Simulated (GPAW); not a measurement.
# LiHF2 (C2/m): G0W0 with GPAW, start to end

How does a plane-wave GW calculation on LiHF2 (C2/m) run from the first input to the gap?

Main program and level: GPAW 26.7.0; LDA and many-body steps on it, plane waves.

Most raw output is cut from this account.

## 1. The structure

The structure is monoclinic, space group C2/m (No. 12). The conventional cell has a = 5.095 Å, b = 3.070 Å, c = 4.903 Å, α = 90.00°, β = 121.02°, γ = 90.00°. Nearest to Li lie 6 F at 2.00 to 2.04 Å. Nearest to H lie 2 F at 1.14 Å. Nearest to F lie 1 H at 1.14 Å and 3 Li at 2.00 to 2.04 Å. Farther neighbours and most contacts between anions are not listed.

The cell and positions are those that the Materials Project relaxed with its own functionals (PBE, PBE+U or r2SCAN), kept fixed.

## 2. Ground state

This step: GPAW 26.7.0; DFT, LDA, plane waves, PAW.

The ground-state density comes first.

Input file run.py:

```python
import json
import numpy as np
from gpaw.mpi import world
from ase import Atoms
from gpaw import GPAW, PW, FermiDirac

atoms = Atoms(['Li', 'H', 'F', 'F'],
    cell=[[2.5474960000, -1.5348990000, 0.0000000000],
      [2.5474960000, 1.5348990000, 0.0000000000],
      [-2.5269440000, 0.0000000000, 4.2015200000]],
    scaled_positions=[[0.0000000000, 0.0000000000, 0.0000000000],
      [0.0000000000, 0.0000000000, 0.5000000000],
      [0.2098030000, 0.2098030000, 0.7507020000],
      [0.7901970000, 0.7901970000, 0.2492980000]],
    pbc=(True, True, True))
calc = GPAW(mode=PW(600),
    xc='LDA',
    kpts={'size': (10, 10, 6), 'gamma': True},
    occupations=FermiDirac(0.001),
    nbands=-8,
    convergence={'density': 1e-6, 'bands': -3},
    maxiter=100,
    txt='gs.txt')
atoms.calc = calc
res = {'energy': atoms.get_potential_energy()}
kpts = calc.get_ibz_k_points()
res['kpts'] = kpts
res['eigenvalues'] = [calc.get_eigenvalues(kpt=k) for k in range(len(kpts))]
res['n_electrons'] = calc.get_number_of_electrons()
calc.write('gs.gpw')

if world.rank == 0:
    with open('result.json', 'w') as f:
        json.dump(res, f, default=lambda x: x.tolist())
```

The run is started by

```
> mpirun -n 4 gpaw python run.py
```

Elapsed: 19 s, on 4 MPI ranks of Arm Neoverse V1, shared host; peak memory 0.68 GiB; 74 s of CPU time.

Numbers from this step:

- total energy: -19.54 eV
- gap: 8.152 eV
- k of the valence top: 0.2, 0.2, 0.3333
- k of the conduction bottom: 0, 0, 0
- least direct gap: 8.260 eV

The gap is indirect, with the least direct gap 0.11 eV higher.

## 3. Bands along the symmetry lines

Levels along a band path, at the cheap level, show where the edges lie and whether the meshes to come will hold them.

Input file run.py:

```python
import json
import numpy as np
from gpaw.mpi import world
from gpaw import GPAW

path = [[0.000000, 0.000000, 0.000000],
    [-0.046698, 0.046698, 0.000000],
    [-0.093396, 0.093396, 0.000000],
    [-0.140094, 0.140094, 0.000000],
    [-0.186792, 0.186792, 0.000000],
    [-0.233490, 0.233490, 0.000000],
    [-0.280188, 0.280188, 0.000000],
    [-0.326886, 0.326886, 0.000000],
    [-0.373584, 0.373584, -0.000000],
    [-0.626416, -0.373584, 0.000000],
    [-0.610614, -0.389386, 0.000000],
    [-0.594812, -0.405188, 0.000000],
    [-0.579010, -0.420990, 0.000000],
    [-0.563208, -0.436792, 0.000000],
    [-0.547406, -0.452594, 0.000000],
    [-0.531604, -0.468396, 0.000000],
    [-0.515802, -0.484198, 0.000000],
    [-0.500000, -0.500000, 0.000000],
    [-0.437500, -0.437500, 0.000000],
    [-0.375000, -0.375000, 0.000000],
    [-0.312500, -0.312500, 0.000000],
    [-0.250000, -0.250000, 0.000000],
    [-0.187500, -0.187500, 0.000000],
    [-0.125000, -0.125000, 0.000000],
    [-0.062500, -0.062500, 0.000000],
    [0.000000, 0.000000, 0.000000],
    [-0.062500, -0.062500, 0.062500],
    [-0.125000, -0.125000, 0.125000],
    [-0.187500, -0.187500, 0.187500],
    [-0.250000, -0.250000, 0.250000],
    [-0.312500, -0.312500, 0.312500],
    [-0.375000, -0.375000, 0.375000],
    [-0.437500, -0.437500, 0.437500],
    [-0.500000, -0.500000, 0.500000],
    [-0.524076, -0.475924, 0.500000],
    [-0.548152, -0.451848, 0.500000],
    [-0.572228, -0.427772, 0.500000],
    [-0.596304, -0.403696, 0.500000],
    [-0.620379, -0.379621, 0.500000],
    [-0.644455, -0.355545, 0.500000],
    [-0.668531, -0.331469, 0.500000],
    [-0.692607, -0.307393, 0.500000],
    [-0.307393, 0.307393, 0.500000],
    [-0.268969, 0.268969, 0.500000],
    [-0.230545, 0.230545, 0.500000],
    [-0.192121, 0.192121, 0.500000],
    [-0.153696, 0.153696, 0.500000],
    [-0.115272, 0.115272, 0.500000],
    [-0.076848, 0.076848, 0.500000],
    [-0.038424, 0.038424, 0.500000],
    [0.000000, 0.000000, 0.500000],
    [0.000000, 0.000000, 0.437500],
    [0.000000, 0.000000, 0.375000],
    [0.000000, 0.000000, 0.312500],
    [0.000000, 0.000000, 0.250000],
    [0.000000, 0.000000, 0.187500],
    [0.000000, 0.000000, 0.125000],
    [0.000000, 0.000000, 0.062500],
    [0.000000, 0.000000, 0.000000],
    [-0.500000, 0.000000, 0.500000],
    [-0.437500, 0.000000, 0.437500],
    [-0.375000, 0.000000, 0.375000],
    [-0.312500, 0.000000, 0.312500],
    [-0.250000, 0.000000, 0.250000],
    [-0.187500, 0.000000, 0.187500],
    [-0.125000, 0.000000, 0.125000],
    [-0.062500, 0.000000, 0.062500],
    [0.000000, 0.000000, 0.000000],
    [-0.062500, 0.000000, 0.000000],
    [-0.125000, 0.000000, 0.000000],
    [-0.187500, 0.000000, 0.000000],
    [-0.250000, 0.000000, 0.000000],
    [-0.312500, 0.000000, 0.000000],
    [-0.375000, 0.000000, 0.000000],
    [-0.437500, 0.000000, 0.000000],
    [-0.500000, 0.000000, -0.000000]]
calc = GPAW('gs.gpw').fixed_density(kpts=path,
    symmetry='off',
    nbands=18,
    convergence={'bands': 14},
    txt='bands.txt')
res = {}
kpts = calc.get_ibz_k_points()
res['kpts'] = kpts
res['eigenvalues'] = [calc.get_eigenvalues(kpt=k) for k in range(len(kpts))]
res['n_electrons'] = calc.get_number_of_electrons()

if world.rank == 0:
    with open('result.json', 'w') as f:
        json.dump(res, f, default=lambda x: x.tolist())
```

The run is started by

```
> mpirun -n 4 gpaw python run.py
```

The job ended after 8.4 s (4 MPI ranks; peak memory 0.67 GiB).

This step gave:

```
gap                        : 8.168 eV
k of the valence top       : 0, 0, 0.5
k of the conduction bottom : 0, 0, 0
least direct gap           : 8.260 eV
```

The gap is 8.168 eV, +0.017 eV from the run before at this level.

Electronic bands along the path, in eV, zero at the top of the highest filled band; v1 is the highest filled band, c1 the lowest empty one:

| point | v4 | v3 | v2 | v1 | c1 | c2 | c3 | c4 |
| --- | --- | --- | --- | --- | --- | --- | --- | --- |
| Γ | -0.32 | -0.24 | -0.20 | -0.09 | 8.17 | 12.40 | 17.40 | 18.62 |
| halfway | -1.17 | -0.79 | -0.47 | -0.17 | 10.47 | 14.66 | 16.03 | 17.11 |
| C | -1.63 | -0.87 | -0.61 | -0.30 | 13.80 | 13.93 | 14.53 | 15.10 |
| jump to C2 | -1.63 | -0.87 | -0.61 | -0.30 | 13.80 | 13.93 | 14.53 | 15.10 |
| halfway | -1.39 | -0.73 | -0.63 | -0.17 | 12.98 | 13.98 | 14.96 | 15.08 |
| Y2 | -1.27 | -0.70 | -0.64 | -0.06 | 12.66 | 13.84 | 14.93 | 15.52 |
| halfway | -1.51 | -0.78 | -0.18 | -0.17 | 10.10 | 13.76 | 16.71 | 17.36 |
| Γ | -0.32 | -0.24 | -0.20 | -0.09 | 8.17 | 12.40 | 17.40 | 18.62 |
| halfway | -0.89 | -0.53 | -0.44 | -0.36 | 9.81 | 14.18 | 16.37 | 18.03 |
| M2 | -1.59 | -0.73 | -0.70 | -0.66 | 11.89 | 14.43 | 16.02 | 17.22 |
| halfway | -1.60 | -1.25 | -0.88 | -0.42 | 12.64 | 14.57 | 15.63 | 16.51 |
| D | -1.75 | -1.67 | -0.73 | -0.35 | 13.95 | 14.23 | 14.43 | 15.85 |
| jump to D2 | -1.75 | -1.67 | -0.73 | -0.35 | 13.95 | 14.23 | 14.43 | 15.85 |
| halfway | -1.56 | -0.94 | -0.23 | -0.15 | 10.99 | 13.04 | 16.69 | 17.00 |
| A | -0.53 | -0.41 | -0.12 | 0.00 | 9.29 | 12.06 | 16.95 | 18.81 |
| halfway | -0.46 | -0.37 | -0.15 | -0.07 | 8.74 | 12.18 | 17.34 | 18.70 |
| Γ | -0.32 | -0.24 | -0.20 | -0.09 | 8.17 | 12.40 | 17.40 | 18.62 |
| jump to L2 | -1.01 | -0.63 | -0.38 | -0.29 | 11.34 | 13.89 | 15.66 | 17.03 |
| halfway | -0.68 | -0.57 | -0.28 | -0.17 | 9.71 | 13.94 | 16.18 | 17.77 |
| Γ | -0.32 | -0.24 | -0.20 | -0.09 | 8.17 | 12.40 | 17.40 | 18.62 |
| halfway | -0.95 | -0.73 | -0.55 | -0.11 | 9.97 | 13.73 | 16.64 | 17.85 |
| V2 | -1.50 | -1.14 | -0.94 | -0.14 | 13.15 | 14.12 | 14.51 | 16.82 |

## 4. Empty states on the mesh, 4×4×2 mesh, 120 bands

The sums over transitions need many empty states on a uniform mesh; this step solves for them.

Input file run.py:

```python
import json
import numpy as np
from gpaw.mpi import world
from gpaw import GPAW

calc = GPAW('gs.gpw').fixed_density(kpts={'size': (4, 4, 2), 'gamma': True},
    parallel={'domain': 1, 'band': 1},
    txt='nscf.txt')
calc.diagonalize_full_hamiltonian(nbands=120)
calc.write('full.gpw', mode='all')
res = {}
kpts = calc.get_ibz_k_points()
res['kpts'] = kpts
res['eigenvalues'] = [calc.get_eigenvalues(kpt=k) for k in range(len(kpts))]
res['n_electrons'] = calc.get_number_of_electrons()

if world.rank == 0:
    with open('result.json', 'w') as f:
        json.dump(res, f, default=lambda x: x.tolist())
```

The run is started by

```
> mpirun -n 4 gpaw python run.py
```

Run time: 12 s. Hardware: 4 MPI ranks; peak memory 1.1 GiB.

Numbers from this step:

- gap: 8.168 eV
- k of the valence top: 0, 0, 0.5
- k of the conduction bottom: 0, 0, 0
- least direct gap: 8.260 eV
- k points computed: 14
- lowest point of the top converged band, above the valence top: 127.1319 eV

On this mesh the gap is 8.168 eV.

## 5. Screening and self-energy, 4×4×2 mesh, 51 bands, screening to 78 eV

G0W0 replaces the xc potential by the self-energy, built once from these orbitals. Only a window of levels is corrected, while the sums run over the empty bands that the input names.

This step: G0W0 on LDA, plane waves, PAW.

Input file run.py:

```python
import json
import numpy as np
from gpaw.mpi import world
from gpaw.response.g0w0 import G0W0

gw = G0W0('full.gpw',
    filename='gw',
    kpts=[0, 1],
    bands=(6, 10),
    ecut=78,
    nbands=51,
    integrate_gamma='WS',
    ppa=True)
gw.calculate()
res = {mode: {k: v for k, v in r.items() if k != 'sigma_eskwn'}
       for mode, r in gw.all_results.items()}

if world.rank == 0:
    with open('result.json', 'w') as f:
        json.dump(res, f, default=lambda x: x.tolist())
```

The run is started by

```
> mpirun -n 4 gpaw python run.py
```

Elapsed: 12 s, on 4 MPI ranks; peak memory 0.94 GiB.

Numbers from this step:

```yaml
g0w0_gap_on_the_points_computed: 12.47 eV
least_direct_g0w0_gap_on_the_computed_points: 12.47 eV
z_at_the_valence_top: 0.8356
z_at_the_conduction_bottom: 0.8980
starting_gap_on_the_mesh: 8.168 eV
k_of_the_valence_top: 0, 0, 0
k_of_the_conduction_bottom: 0, 0, 0
```

The gap on the mesh goes from 8.17 eV to 12.47 eV, a correction of +4.30 eV.

Limits: finite bands, cutoff and mesh; coarse k mesh. v1 is the top filled band, c1 the lowest empty one. Levels before and after the correction, in eV, zero at the valence-band top of each column:

```
           conduction bottom  valence top
Kohn-Sham               8.17         0.00
     G0W0              12.47         0.00
```

|  | level | energy (eV) |
| --- | --- | --- |
| Kohn-Sham | Γ v2 | -0.202 |
| Kohn-Sham | Γ v1 | -0.091 |
| Kohn-Sham | Γ c1 | 8.168 |
| Kohn-Sham | Γ c2 | 12.402 |
| G0W0 | Γ v2 | -0.493 |
| G0W0 | Γ v1 | 0.000 |
| G0W0 | Γ c1 | 12.469 |
| G0W0 | Γ c2 | 17.048 |

## 6. Where the time went

Times are wall times on 4 MPI ranks of Arm Neoverse V1, shared host, good to a factor of about two.

```
                          step   time  share  memory (GiB)
                  ground state   19 s   36 %          0.68
bands along the symmetry lines  8.4 s   16 %          0.67
      empty states on the mesh   12 s   23 %           1.1
     screening and self-energy   12 s   24 %          0.94
```

## 7. What came out

```yaml
lda_gap: 8.15 eV, indirect
g0w0_gap_on_the_mesh: 12.47 eV
gw_settings: 4×4×2 mesh, 51 bands, screening to 78 eV, Godby-Needs plasmon pole
known_limits: not at the basis limit; coarse k mesh
```

G0W0 moves the gap on the mesh from 8.17 eV to 12.47 eV (+4.30 eV), with Z of 0.84 and 0.90 at the edges. Only 2 of the mesh's irreducible points were corrected, so a valley elsewhere could overtake. The dearest step here is «ground state». Bands and cutoff are finite, so the gap is not at the basis limit. The miss can reach some tenths of an eV and take either sign; the mesh is an error of its own. These stock PAW sets were not made for GW. In the G0W0 run levels were corrected at 2 k points alone, so a gap called «on the mesh» is the least over those, and an edge elsewhere would be missed. The 4×4×2 mesh is coarse for this cell, which bears on the long-range parts of exchange and screening.

[Paths, hosts, dates, memory and timing lines, banners, echoed tables and standing remarks are left out of the program output.]

[Logs are printed without paths, hosts, clocks, repeated set-up lines and the standing remarks that a program may print on its own settings, such as how far it seeks lower states.]

[Runs of the session that timed out or met a known fault of the program may be left out.]

[Hosts, paths, dates, database ids (printed as entryN), source tags and the programs' standing remarks are cut or masked in the printed files.]
